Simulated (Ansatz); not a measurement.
## Ta wire along [100], 13 atoms a period: bands along the axis

What gap, if any, does the Ta wire along [100], 13 atoms a period have, and how many channels would it open?

Calculated with Ansatz 0.2.0; DFT PBE, plane waves, PAW; relaxation of a wire's period; PAW set soft_1, in the first sound run; inputs show where later runs differ.

### Step 1. The starting structure

The cell holds 13 atoms: 13 Ta. Cell: a = 13.440 Å, b = 13.440 Å, c = 3.320 Å, α = 90.0°, β = 90.0°, γ = 90.0°. Vacuum lies along a and b. The structure's axis is c.

### Step 2. Relaxing the period

Band widths follow the bond lengths, so the wire is relaxed first. The atoms and the third cell vector are free; the box across stays fixed as vacuum. A Fermi-Dirac smearing is set since the result may be a metal. The pressure printed is a third of the stress's trace over the whole box, vacuum included; only the stress along the axis is relaxed.

File input.yaml:

```yaml
crystal:
  lattice:
    - [13.44, 0.0, 0.0]
    - [0.0, 13.44, 0.0]
    - [0.0, 0.0, 3.32]
  atoms:
    - { symbol: Ta, position: [0.25297619, 0.25297619, 0.0] }
    - { symbol: Ta, position: [0.25297619, 0.5, 0.0] }
    - { symbol: Ta, position: [0.25297619, 0.74702381, 0.0] }
    - { symbol: Ta, position: [0.5, 0.25297619, 0.0] }
    - { symbol: Ta, position: [0.5, 0.5, 0.0] }
    - { symbol: Ta, position: [0.5, 0.74702381, 0.0] }
    - { symbol: Ta, position: [0.74702381, 0.25297619, 0.0] }
    - { symbol: Ta, position: [0.74702381, 0.5, 0.0] }
    - { symbol: Ta, position: [0.74702381, 0.74702381, 0.0] }
    - { symbol: Ta, position: [0.376488095, 0.376488095, 0.5] }
    - { symbol: Ta, position: [0.376488095, 0.623511905, 0.5] }
    - { symbol: Ta, position: [0.623511905, 0.376488095, 0.5] }
    - { symbol: Ta, position: [0.623511905, 0.623511905, 0.5] }
kpoints:
  mp_grid: { grid: [1, 1, 25] }
scf:
  occupations: { method: fermi_dirac, width: 0.05 }
hamiltonian:
  xc: pbe
  pseudopotentials: { kind: paw, azcp: { folder: soft_1 } }
relax:
  cell: { fix: [a, b, alpha, beta, gamma] }
  max_steps: 45
  f_tol: 0.03
```

The run is started by

```sh
ansatz run input.yaml --threads 4 --pin off --max-ram 16384MiB --backend cpu --events-out ev --progress --plain --runs-dir out
```

Numbers of over 12 decimals in the logs are rounded to 6 here.

The program printed:

```text
Engine: ansatz 0.2.0, aarch64-unknown-linux-gnu
Pseudopotentials: kind: paw
Pseudopotential: Ta, paw, valence charge 13, recommended cutoff 420 eV (normal), soft_1/Ta.paw.azcp
Functional definition: PBE
  parameter kappa = 0.804
  parameter beta = 0.066725
  exchange = pbe_x(kappa = kappa, mu = beta*pi^2/3)
  correlation = pbe_c(beta = beta)
Crystal: 13 atoms, lattice volume = 599.704 Å³
Basis set: ecut = 420 eV, 11743 PW (Γ), exchange–correlation on 180×180×48 points (8 copies of the dense FFT grid, shifted against one another)
Bands: 102, of which v1, the nominal top of the filled ones, is band 85 counted from 1 (84 counted from 0)
Symmetry: 16 space group operations
Space group: P4/mmm (ITA 123), of the structure as read, at distance tolerance 8.4e-5 Å
k-points: 13 of 25
Non-local potential: Ta, projectors of the file, l = 0: 3, l = 1: 2, l = 2: 2, l = 3: 1
PAW form: soft (Blöchl's): semilocal exchange-correlation on the pseudo side does not see the compensation charge
PAW one-centre angular grid: Ta, 590 points (default); XC on 64 Gauss nodes
Initial density: superposition of atomic densities (neutral atoms: chi_scale 0, normalization atom)
Initial wavefunctions: pseudopotential atomic-orbital guess
Functional: x = pbe(κ = 0.804, μ = 0.219515), c = pbe(β = 0.066725)
SCF iter   1: F=—  HF=-129128.850055 eV  |F-HF|=—  |Δ(HF+E_count)|=         —  Δρ=5.93e-2  dr2=2.57e2  ethr=3.10e-3  ⟨swp⟩=10.4  Hψ=5869  notcnv=0
preconditioner: auto → LDOS  [metal: Δε(μ)=0.012 eV  Ē_g=3.974 eV  σ=0.050 eV  W_gap=0.06  n_scr=110 (ndim 8)  ℏωp=12.2 eV  f_vac=0.376  D(μ)=22.86/eV (n_scr^D=186)  β→1.0]
SCF iter   2: F=—  HF=-129110.993496 eV  |F-HF|=—  |Δ(HF+E_count)|=    1.79e1  Δρ=3.78e-2  dr2=4.13e1  ethr=3.10e-3  ⟨swp⟩=6.7  Hψ=4121  notcnv=0  defer=3
SCF iter   3: F=—  HF=-129110.012194 eV  |F-HF|=—  |Δ(HF+E_count)|=   9.81e-1  Δρ=1.13e-2  dr2=9.38e0  ethr=3.10e-3  ⟨swp⟩=5.1  Hψ=3136  notcnv=0  defer=5
SCF iter   4: F=—  HF=-129109.462938 eV  |F-HF|=—  |Δ(HF+E_count)|=   5.49e-1  Δρ=2.32e-3  dr2=2.11e-1  ethr=3.10e-3  ⟨swp⟩=3.3  Hψ=1743  notcnv=0  defer=3
SCF iter   5: F=—  HF=-129109.464926 eV  |F-HF|=—  |Δ(HF+E_count)|=   1.99e-3  Δρ=1.04e-3  dr2=3.43e-2  ethr=1.25e-4  ⟨swp⟩=4.5  Hψ=2448  notcnv=0  defer=4
SCF iter   6: F=—  HF=-129109.463910 eV  |F-HF|=—  |Δ(HF+E_count)|=   1.02e-3  Δρ=4.19e-4  dr2=2.86e-3  ethr=2.03e-5  ⟨swp⟩=2.1  Hψ=1770  notcnv=0  defer=3
SCF iter   7: F=—  HF=-129109.464077 eV  |F-HF|=—  |Δ(HF+E_count)|=   1.67e-4  Δρ=1.58e-4  dr2=8.70e-4  ethr=1.69e-6  ⟨swp⟩=2.0  Hψ=1760  notcnv=0  defer=3
SCF iter   8: F=—  HF=-129109.464100 eV  |F-HF|=—  |Δ(HF+E_count)|=   2.35e-5  Δρ=6.39e-5  dr2=1.05e-4  ethr=5.15e-7  ⟨swp⟩=1.8  Hψ=1387  notcnv=0  defer=3
SCF iter   9: F=—  HF=-129109.464100 eV  |F-HF|=—  |Δ(HF+E_count)|=   4.80e-8  Δρ=1.62e-5  dr2=4.04e-6  ethr=6.23e-8  ⟨swp⟩=2.3  Hψ=1803  notcnv=0  defer=3
SCF iter  10: F=—  HF=-129109.464244 eV  |F-HF|=—  |Δ(HF+E_count)|=   1.43e-4  Δρ=6.27e-6  dr2=2.68e-7  ethr=2.39e-9  ⟨swp⟩=3.0  Hψ=1888  notcnv=0  defer=3
SCF iter  11: F=-129109.464244 eV  HF=-129109.464244 eV  |F-HF|=1.20e-8  |Δ(HF+E_count)|=   2.81e-7  Δρ=2.07e-6  dr2=5.26e-8  ethr=5.92e-11  ⟨swp⟩=6.3  Hψ=5016  notcnv=0
SCF 1 converged in 11 iterations: F = -129109.464244 eV  dr2 = 5.26e-8
  greatest PAW one-centre occupation: 0.999 electrons in one spin orbital (limit 2), on the Ta atom at site 12 (counted from 0), in its partial waves of l = 0
relax step   1: F+E_penalty+E_count = -129109.46424410 eV  Δ(F+E_penalty+E_count) = +0.000e0 eV  max|allowed force component| = 2.076e0 eV/Å  Δτ_max = 0.0000 Å  P = -7.652 GPa  Ω = 599.704 Å³  fix = [a, b, alpha, beta, gamma]  reactions: a -7.121, b -7.121 GPa  (11 SCF iters, dr2 threshold 1.00e-7 eV, accepted)
Crystal: 13 atoms, lattice volume = 579.297 Å³
Basis set: ecut = 420 eV, 11375 PW (Γ), exchange–correlation on 180×180×48 points (8 copies of the dense FFT grid, shifted against one another)
Initial density: handed on by an earlier stage of this run
Initial wavefunctions: those handed on with the density
SCF iter   1: F=—  HF=-129112.867550 eV  |F-HF|=—  |Δ(HF+E_count)|=         —  Δρ=1.96e-2  dr2=7.21e0  ethr=3.10e-3  ⟨swp⟩=10.7  Hψ=6311  notcnv=0
preconditioner: auto → LDOS  [metal: Δε(μ)=0.017 eV  Ē_g=3.193 eV  σ=0.050 eV  W_gap=0.08  n_scr=110 (ndim 8)  ℏωp=12.4 eV  f_vac=0.409  D(μ)=20.65/eV (n_scr^D=170)  β→1.0]
SCF iter   2: F=—  HF=-129112.168969 eV  |F-HF|=—  |Δ(HF+E_count)|=   6.99e-1  Δρ=1.05e-2  dr2=1.74e0  ethr=3.10e-3  ⟨swp⟩=2.9  Hψ=2274  notcnv=0  defer=10
SCF iter   3: F=—  HF=-129111.996186 eV  |F-HF|=—  |Δ(HF+E_count)|=   1.73e-1  Δρ=2.79e-3  dr2=1.32e-1  ethr=1.03e-3  ⟨swp⟩=3.0  Hψ=2050  notcnv=0  defer=9
SCF iter   4: F=—  HF=-129111.977383 eV  |F-HF|=—  |Δ(HF+E_count)|=   1.88e-2  Δρ=8.09e-4  dr2=1.32e-2  ethr=7.81e-5  ⟨swp⟩=2.2  Hψ=2251  notcnv=0  defer=8
SCF iter   5: F=—  HF=-129111.978590 eV  |F-HF|=—  |Δ(HF+E_count)|=   1.21e-3  Δρ=2.71e-4  dr2=1.18e-3  ethr=7.79e-6  ⟨swp⟩=2.0  Hψ=1827  notcnv=0  defer=8
SCF iter   6: F=—  HF=-129111.978855 eV  |F-HF|=—  |Δ(HF+E_count)|=   2.65e-4  Δρ=1.15e-4  dr2=1.74e-4  ethr=7.01e-7  ⟨swp⟩=2.0  Hψ=1760  notcnv=0  defer=8
SCF iter   7: F=—  HF=-129111.978921 eV  |F-HF|=—  |Δ(HF+E_count)|=   6.67e-5  Δρ=3.64e-5  dr2=1.97e-5  ethr=1.03e-7  ⟨swp⟩=2.0  Hψ=1748  notcnv=0  defer=8
SCF iter   8: F=-129111.978925 eV  HF=-129111.978925 eV  |F-HF|=2.30e-7  |Δ(HF+E_count)|=   3.20e-6  Δρ=1.02e-5  dr2=7.05e-7  ethr=7.69e-10  ⟨swp⟩=4.3  Hψ=5528  notcnv=0
SCF 2 converged in 8 iterations: F = -129111.978925 eV  dr2 = 7.05e-7
relax step   2: F+E_penalty+E_count = -129111.97892474 eV  Δ(F+E_penalty+E_count) = -2.515e0 eV  max|allowed force component| = 5.561e-1 eV/Å  Δτ_max = 0.1948 Å  P = -1.957 GPa  Ω = 579.297 Å³  energy of the carried Pulay correction = +1.668e-3 eV  fix = [a, b, alpha, beta, gamma]  reactions: a -2.221, b -2.221 GPa  (8 SCF iters, dr2 threshold 1.30e-6 eV, accepted)
Crystal: 13 atoms, lattice volume = 574.714 Å³
Basis set: ecut = 420 eV, 11271 PW (Γ), exchange–correlation on 180×180×48 points (8 copies of the dense FFT grid, shifted against one another)
SCF iter   1: F=—  HF=-129113.192249 eV  |F-HF|=—  |Δ(HF+E_count)|=         —  Δρ=2.08e-2  dr2=1.64e1  ethr=3.10e-3  ⟨swp⟩=10.7  Hψ=5440  notcnv=0  defer=1
preconditioner: auto → LDOS  [metal: Δε(μ)=0.004 eV  Ē_g=3.354 eV  σ=0.050 eV  W_gap=0.02  n_scr=94 (ndim 8)  ℏωp=12.5 eV  f_vac=0.430  D(μ)=28.19/eV (n_scr^D=266)  β→1.0]
SCF iter   2: F=—  HF=-129112.350832 eV  |F-HF|=—  |Δ(HF+E_count)|=   8.41e-1  Δρ=8.32e-3  dr2=1.05e0  ethr=3.10e-3  ⟨swp⟩=3.2  Hψ=1904  notcnv=0  defer=11
SCF iter   3: F=—  HF=-129112.352349 eV  |F-HF|=—  |Δ(HF+E_count)|=   1.52e-3  Δρ=4.26e-3  dr2=3.96e-1  ethr=6.20e-4  ⟨swp⟩=3.1  Hψ=1975  notcnv=0  defer=11
SCF iter   4: F=—  HF=-129112.313431 eV  |F-HF|=—  |Δ(HF+E_count)|=   3.89e-2  Δρ=1.31e-3  dr2=1.83e-2  ethr=2.34e-4  ⟨swp⟩=2.2  Hψ=1956  notcnv=0  defer=11
SCF iter   5: F=—  HF=-129112.310874 eV  |F-HF|=—  |Δ(HF+E_count)|=   2.56e-3  Δρ=4.17e-4  dr2=3.72e-3  ethr=1.08e-5  ⟨swp⟩=2.2  Hψ=2338  notcnv=0  defer=11
SCF iter   6: F=—  HF=-129112.310940 eV  |F-HF|=—  |Δ(HF+E_count)|=   6.60e-5  Δρ=1.59e-4  dr2=4.00e-4  ethr=2.20e-6  ⟨swp⟩=2.0  Hψ=1726  notcnv=0  defer=11
SCF iter   7: F=—  HF=-129112.311049 eV  |F-HF|=—  |Δ(HF+E_count)|=   1.09e-4  Δρ=4.57e-5  dr2=1.36e-5  ethr=2.37e-7  ⟨swp⟩=2.1  Hψ=1765  notcnv=0  defer=11
SCF iter   8: F=—  HF=-129112.311053 eV  |F-HF|=—  |Δ(HF+E_count)|=   4.84e-6  Δρ=1.48e-5  dr2=3.96e-6  ethr=8.05e-9  ⟨swp⟩=3.7  Hψ=2845  notcnv=0  defer=11
SCF iter   9: F=-129112.311055 eV  HF=-129112.311055 eV  |F-HF|=3.84e-8  |Δ(HF+E_count)|=   1.39e-6  Δρ=4.55e-6  dr2=2.76e-7  ethr=7.69e-10  ⟨swp⟩=5.2  Hψ=4302  notcnv=0
SCF 3 converged in 9 iterations: F = -129112.311055 eV  dr2 = 2.76e-7
relax step   3: F+E_penalty+E_count = -129112.31105476 eV  Δ(F+E_penalty+E_count) = -3.321e-1 eV  max|allowed force component| = 4.956e-1 eV/Å  Δτ_max = 0.1961 Å  P = +1.331 GPa  Ω = 574.714 Å³  energy of the carried Pulay correction = +2.051e-3 eV  fix = [a, b, alpha, beta, gamma]  reactions: a +1.419, b +1.419 GPa  (9 SCF iters, dr2 threshold 1.30e-6 eV, accepted)
Crystal: 13 atoms, lattice volume = 577.477 Å³
Basis set: ecut = 420 eV, 11319 PW (Γ), exchange–correlation on 180×180×48 points (8 copies of the dense FFT grid, shifted against one another)
iter 1 solved again at ethr=1.62e-3 eV; its pass at ethr=3.10e-3 eV (dr2=2.74e0 eV) is discarded
SCF iter   1: F=—  HF=-129112.536444 eV  |F-HF|=—  |Δ(HF+E_count)|=         —  Δρ=7.41e-3  dr2=2.72e0  ethr=1.62e-3  ⟨swp⟩=1.2  Hψ=5707  notcnv=0
preconditioner: auto → LDOS  [metal: Δε(μ)=0.014 eV  Ē_g=3.113 eV  σ=0.050 eV  W_gap=0.07  n_scr=94 (ndim 8)  ℏωp=12.5 eV  f_vac=0.422  D(μ)=27.35/eV (n_scr^D=258)  β→1.0]
SCF iter   2: F=—  HF=-129112.396818 eV  |F-HF|=—  |Δ(HF+E_count)|=   1.40e-1  Δρ=2.92e-3  dr2=5.75e-2  ethr=1.61e-3  ⟨swp⟩=2.2  Hψ=1640  notcnv=0
SCF iter   3: F=—  HF=-129112.404177 eV  |F-HF|=—  |Δ(HF+E_count)|=   7.36e-3  Δρ=2.23e-3  dr2=1.16e-1  ethr=3.40e-5  ⟨swp⟩=2.8  Hψ=2684  notcnv=0  defer=9
SCF iter   4: F=—  HF=-129112.392548 eV  |F-HF|=—  |Δ(HF+E_count)|=   1.16e-2  Δρ=3.56e-4  dr2=2.45e-3  ethr=3.40e-5  ⟨swp⟩=2.0  Hψ=2086  notcnv=0  defer=9
SCF iter   5: F=—  HF=-129112.392515 eV  |F-HF|=—  |Δ(HF+E_count)|=   3.32e-5  Δρ=1.43e-4  dr2=3.20e-4  ethr=1.45e-6  ⟨swp⟩=2.2  Hψ=1963  notcnv=0  defer=9
SCF iter   6: F=—  HF=-129112.392670 eV  |F-HF|=—  |Δ(HF+E_count)|=   1.55e-4  Δρ=6.31e-5  dr2=8.26e-5  ethr=1.89e-7  ⟨swp⟩=2.1  Hψ=1925  notcnv=0  defer=9
SCF iter   7: F=—  HF=-129112.392670 eV  |F-HF|=—  |Δ(HF+E_count)|=   1.73e-7  Δρ=1.26e-5  dr2=1.48e-6  ethr=4.89e-8  ⟨swp⟩=2.0  Hψ=1691  notcnv=0  defer=9
SCF iter   8: F=-129112.392671 eV  HF=-129112.392671 eV  |F-HF|=7.32e-8  |Δ(HF+E_count)|=   7.81e-7  Δρ=4.17e-6  dr2=1.95e-7  ethr=7.69e-10  ⟨swp⟩=5.2  Hψ=4796  notcnv=0
SCF 4 converged in 8 iterations: F = -129112.392671 eV  dr2 = 1.95e-7
  greatest PAW one-centre occupation: 0.999 electrons in one spin orbital (limit 2), on the Ta atom at site 11 (counted from 0), in its partial waves of l = 0
relax step   4: F+E_penalty+E_count = -129112.39267089 eV  Δ(F+E_penalty+E_count) = -8.162e-2 eV  max|allowed force component| = 1.972e-1 eV/Å  Δτ_max = 0.0612 Å  P = +0.029 GPa  Ω = 577.477 Å³  energy of the carried Pulay correction = +1.820e-3 eV  fix = [a, b, alpha, beta, gamma]  reactions: a +0.014, b +0.014 GPa  (8 SCF iters, dr2 threshold 1.30e-6 eV, accepted)
Crystal: 13 atoms, lattice volume = 577.161 Å³
iter 1 solved again at ethr=2.90e-5 eV; its pass at ethr=3.10e-3 eV (dr2=4.90e-2 eV) is discarded
SCF iter   1: F=—  HF=-129112.403780 eV  |F-HF|=—  |Δ(HF+E_count)|=         —  Δρ=1.43e-3  dr2=4.99e-2  ethr=2.90e-5  ⟨swp⟩=1.6  Hψ=4925  notcnv=0
preconditioner: auto → LDOS  [metal: Δε(μ)=0.008 eV  Ē_g=3.149 eV  σ=0.050 eV  W_gap=0.04  n_scr=94 (ndim 8)  ℏωp=12.5 eV  f_vac=0.422  D(μ)=25.84/eV (n_scr^D=242)  β→1.0]
SCF iter   2: F=—  HF=-129112.398261 eV  |F-HF|=—  |Δ(HF+E_count)|=   5.52e-3  Δρ=5.57e-4  dr2=2.95e-3  ethr=2.90e-5  ⟨swp⟩=2.0  Hψ=1869  notcnv=0
SCF iter   3: F=—  HF=-129112.398511 eV  |F-HF|=—  |Δ(HF+E_count)|=   2.50e-4  Δρ=2.38e-4  dr2=1.33e-3  ethr=1.74e-6  ⟨swp⟩=2.5  Hψ=2363  notcnv=0
SCF iter   4: F=—  HF=-129112.398364 eV  |F-HF|=—  |Δ(HF+E_count)|=   1.48e-4  Δρ=8.89e-5  dr2=1.68e-4  ethr=7.88e-7  ⟨swp⟩=2.0  Hψ=1704  notcnv=0
SCF iter   5: F=—  HF=-129112.398511 eV  |F-HF|=—  |Δ(HF+E_count)|=   1.47e-4  Δρ=2.37e-5  dr2=1.35e-5  ethr=9.92e-8  ⟨swp⟩=2.0  Hψ=1732  notcnv=0
SCF iter   6: F=-129112.398511 eV  HF=-129112.398511 eV  |F-HF|=3.15e-7  |Δ(HF+E_count)|=   4.71e-7  Δρ=8.01e-6  dr2=8.71e-7  ethr=7.69e-10  ⟨swp⟩=4.2  Hψ=5488  notcnv=0
SCF 5 converged in 6 iterations: F = -129112.398511 eV  dr2 = 8.71e-7
relax step   5: F+E_penalty+E_count = -129112.39851104 eV  Δ(F+E_penalty+E_count) = -5.840e-3 eV  max|allowed force component| = 5.380e-2 eV/Å  Δτ_max = 0.0106 Å  P = -0.136 GPa  Ω = 577.161 Å³  energy of the carried Pulay correction = +1.846e-3 eV  fix = [a, b, alpha, beta, gamma]  reactions: a -0.126, b -0.126 GPa  (6 SCF iters, dr2 threshold 1.30e-6 eV, accepted)
Crystal: 13 atoms, lattice volume = 576.903 Å³
iter 1 solved again at ethr=4.27e-6 eV; its pass at ethr=3.10e-3 eV (dr2=7.22e-3 eV) is discarded
SCF iter   1: F=—  HF=-129112.399886 eV  |F-HF|=—  |Δ(HF+E_count)|=         —  Δρ=5.54e-4  dr2=7.46e-3  ethr=4.27e-6  ⟨swp⟩=1.5  Hψ=4979  notcnv=0
preconditioner: auto → LDOS  [metal: Δε(μ)=0.010 eV  Ē_g=3.161 eV  σ=0.050 eV  W_gap=0.05  n_scr=94 (ndim 8)  ℏωp=12.5 eV  f_vac=0.422  D(μ)=26.05/eV (n_scr^D=242)  β→1.0]
SCF iter   2: F=—  HF=-129112.399302 eV  |F-HF|=—  |Δ(HF+E_count)|=   5.84e-4  Δρ=2.10e-4  dr2=3.82e-4  ethr=4.27e-6  ⟨swp⟩=2.0  Hψ=1685  notcnv=0
SCF iter   3: F=—  HF=-129112.399332 eV  |F-HF|=—  |Δ(HF+E_count)|=   3.07e-5  Δρ=7.93e-5  dr2=2.05e-4  ethr=2.26e-7  ⟨swp⟩=2.0  Hψ=1817  notcnv=0
SCF iter   4: F=—  HF=-129112.399336 eV  |F-HF|=—  |Δ(HF+E_count)|=   3.51e-6  Δρ=3.13e-5  dr2=1.80e-5  ethr=1.21e-7  ⟨swp⟩=2.0  Hψ=1649  notcnv=0
SCF iter   5: F=—  HF=-129112.399475 eV  |F-HF|=—  |Δ(HF+E_count)|=   1.40e-4  Δρ=1.06e-5  dr2=3.28e-6  ethr=1.06e-8  ⟨swp⟩=2.0  Hψ=1791  notcnv=0
SCF iter   6: F=—  HF=-129112.399476 eV  |F-HF|=—  |Δ(HF+E_count)|=   1.36e-7  Δρ=3.53e-6  dr2=2.45e-7  ethr=1.94e-9  ⟨swp⟩=1.9  Hψ=1583  notcnv=0
SCF iter   7: F=-129112.399476 eV  HF=-129112.399476 eV  |F-HF|=2.87e-8  |Δ(HF+E_count)|=   4.49e-8  Δρ=1.58e-6  dr2=4.13e-8  ethr=1.07e-10  ⟨swp⟩=5.2  Hψ=4450  notcnv=0
SCF 6 converged in 7 iterations: F = -129112.399476 eV  dr2 = 4.13e-8
relax step   6: F+E_penalty+E_count = -129112.39947563 eV  Δ(F+E_penalty+E_count) = -9.646e-4 eV  max|allowed force component| = 4.402e-3 eV/Å  Δτ_max = 0.0072 Å  P = +0.030 GPa  Ω = 576.903 Å³  energy of the carried Pulay correction = +1.868e-3 eV  fix = [a, b, alpha, beta, gamma]  reactions: a +0.037, b +0.037 GPa  (7 SCF iters, dr2 threshold 1.81e-7 eV, accepted)
Initial wavefunctions: pseudopotential atomic-orbital guess (no wavefunctions were taken with the density)
iter 1 solved again at ethr=6.54e-7 eV; its pass at ethr=3.10e-3 eV (dr2=1.11e-3 eV) is discarded
SCF iter   1: F=—  HF=-129112.397464 eV  |F-HF|=—  |Δ(HF+E_count)|=         —  Δρ=5.06e-5  dr2=1.83e-6  ethr=6.54e-7  ⟨swp⟩=4.2  Hψ=9815  notcnv=0
eigensolver tolerance schedule: the retry pair's looser diagonalisation over-reported the residual by 601.62 of it (diagonalisation noise at 0.15 of the residual, at the tolerance the schedule requests for it); recorded, not acted on — ethr = c·dr2/N_el stays at c = 1.0e-1
preconditioner: auto → LDOS  [metal: Δε(μ)=0.008 eV  Ē_g=3.157 eV  σ=0.050 eV  W_gap=0.04  n_scr=94 (ndim 8)  ℏωp=12.5 eV  f_vac=0.422  D(μ)=26.03/eV (n_scr^D=242)  β→1.0]
SCF iter   2: F=—  HF=-129112.397609 eV  |F-HF|=—  |Δ(HF+E_count)|=   1.45e-4  Δρ=4.44e-6  dr2=7.12e-8  ethr=1.09e-9  ⟨swp⟩=3.1  Hψ=3123  notcnv=0
SCF iter   3: F=—  HF=-129112.397609 eV  |F-HF|=—  |Δ(HF+E_count)|=   3.48e-9  Δρ=1.22e-6  dr2=1.97e-8  ethr=4.22e-11  ⟨swp⟩=2.3  Hψ=2420  notcnv=0
SCF iter   4: F=—  HF=-129112.397609 eV  |F-HF|=—  |Δ(HF+E_count)|=   3.33e-9  Δρ=3.36e-7  dr2=9.21e-10  ethr=1.17e-11  ⟨swp⟩=2.0  Hψ=1936  notcnv=0
SCF iter   5: F=-129112.397609 eV  HF=-129112.397609 eV  |F-HF|=8.73e-11  |Δ(HF+E_count)|=  5.82e-11  Δρ=9.66e-8  dr2=1.00e-10  ethr=1.00e-12  ⟨swp⟩=6.0  Hψ=5148  notcnv=0
SCF 7 converged in 5 iterations: F = -129112.397609 eV  dr2 = 1.00e-10
relax step   7: F+E_penalty+E_count = -129112.39760914 eV  Δ(F+E_penalty+E_count) = +1.866e-3 eV  max|allowed force component| = 4.440e-3 eV/Å  Δτ_max = 0.0000 Å  P = +0.031 GPa  Ω = 576.903 Å³  fix = [a, b, alpha, beta, gamma]  reactions: a +0.038, b +0.038 GPa  stress off target by 1.49e-2 GPa on what of the cell is left free  SCF on the basis re-selected at this cell (its energy is not comparable with the rows above)  (5 SCF iters)
basis re-selected at this cell: Δ(F+E_penalty+E_count) = +1.866e-3 eV, ΔP = +0.000 GPa vs the last step (what re-selecting the basis moved, of the pressure what is left beyond the Pulay correction that the steps carried, after the strain that the cell walked since its last selection, with what the two solves' SCF thresholds leave and, on support functions, any second-order correction that the steps lacked; it is no m [...]
SCF converged after 5 iterations
Free energy (F): -129112.397609 eV
Harris-Foulkes:  -129112.397609 eV  (|F-HF|=8.73e-11)
Internal energy: -129112.193007 eV  (E = F + TS)
E sigma→0 (E₀):  -129112.295308 eV
Entropy (-TS):   -0.204603 eV (-15.739 meV/atom)
Fermi energy:    5.693842 eV
--- Per-component energies (eV) ---
  E_band       = -3593.127979
  E_kinetic    = 5105.352831
  E_local      = -54679.988814  (includes V_loc(G=0)·N_el)
  E_nonlocal   = -141.263183
  E_hartree    = 25236.852441
  E_xc         = -4159.069506
  E_vxc        = -3013.800143  (∫ρ·V_xc dr)
  E_paw        = -107958.809520  (= ΣΔE_a)
  E_vpaw       = -1337.134010  (= ΣTr[D̂ρ^β])
  E_aug_tail   = 0.001217  (compensation charges beyond the density's cutoff)
  E_ewald      = 7484.731528
  E_smearing   = -0.204603  (= −TS)
  E_closure    = 0.000000  (closes the sum)
  Σ components = -129112.397609   (vs F -129112.397609, Δ=0.00e0)
--- Forces (eV/Å), atoms counted from 1 ---
  atom   1  Ta    -0.00266948    -0.00266948     0.00000000
  atom   2  Ta    -0.00444027     0.00000000     0.00000000
  atom   3  Ta    -0.00266948     0.00266948     0.00000000
  atom   4  Ta     0.00000000    -0.00444027     0.00000000
  atom   5  Ta    -0.00000000    -0.00000000     0.00000000
  atom   6  Ta     0.00000000     0.00444027     0.00000000
  atom   7  Ta     0.00266948    -0.00266948     0.00000000
  atom   8  Ta     0.00444027     0.00000000     0.00000000
  atom   9  Ta     0.00266948     0.00266948     0.00000000
  atom  10  Ta    -0.00398203    -0.00398203     0.00000000
  atom  11  Ta    -0.00398203     0.00398203     0.00000000
  atom  12  Ta     0.00398203    -0.00398203     0.00000000
  atom  13  Ta     0.00398203     0.00398203     0.00000000
  max |Σ_I F_I| component: 1.73e-18 eV/Å
--- Stress (GPa, compression-positive) ---
        0.038492       0.000000       0.000000
        0.000000       0.038492       0.000000
        0.000000       0.000000       0.014921
  P = ⅓ Tr σ = 0.0306 GPa (0.306 kbar)
--- Relaxed structure (6 steps of the walk, 6 accepted, 1 SCFs on fresh bases) ---
  F+E_penalty+E_count = -129112.39760914 eV   max|allowed force component| = 4.440e-3 eV/Å   (the final SCF, on the basis selected at the relaxed cell)
  cell:  # Å, volume = 576.9029 Å³
    - [13.44, 0.0, 0.0]
    - [0.0, 13.44, 0.0]
    - [0.0, 0.0, 3.193774]
  atoms:
    - { symbol: Ta, position: [0.271582, 0.271582, 0.0] }
    - { symbol: Ta, position: [0.255360, 0.500000, 0.0] }
    - { symbol: Ta, position: [0.271582, 0.728418, 0.0] }
    - { symbol: Ta, position: [0.500000, 0.255360, 0.0] }
    - { symbol: Ta, position: [0.500000, 0.500000, 0.0] }
    - { symbol: Ta, position: [0.500000, 0.744640, 0.0] }
    - { symbol: Ta, position: [0.728418, 0.271582, 0.0] }
    - { symbol: Ta, position: [0.744640, 0.500000, 0.0] }
    - { symbol: Ta, position: [0.728418, 0.728418, 0.0] }
    - { symbol: Ta, position: [0.379596, 0.379596, 0.500000] }
    - { symbol: Ta, position: [0.379596, 0.620404, 0.500000] }
    - { symbol: Ta, position: [0.620404, 0.379596, 0.500000] }
    - { symbol: Ta, position: [0.620404, 0.620404, 0.500000] }
```

Run time: 1.8 min. Hardware: 4 threads of Arm Neoverse V1, shared host; peak memory 1.8 GiB; 7 min of CPU time.

[end of part 1 of 2]

[Logs are printed without paths, hosts, clocks, repeated set-up lines and the standing remarks that a program may print on its own settings, such as how far it seeks lower states.]

[Hosts, paths, dates, database ids (printed as entryN), source tags and the programs' standing remarks are cut or masked in the printed files.]
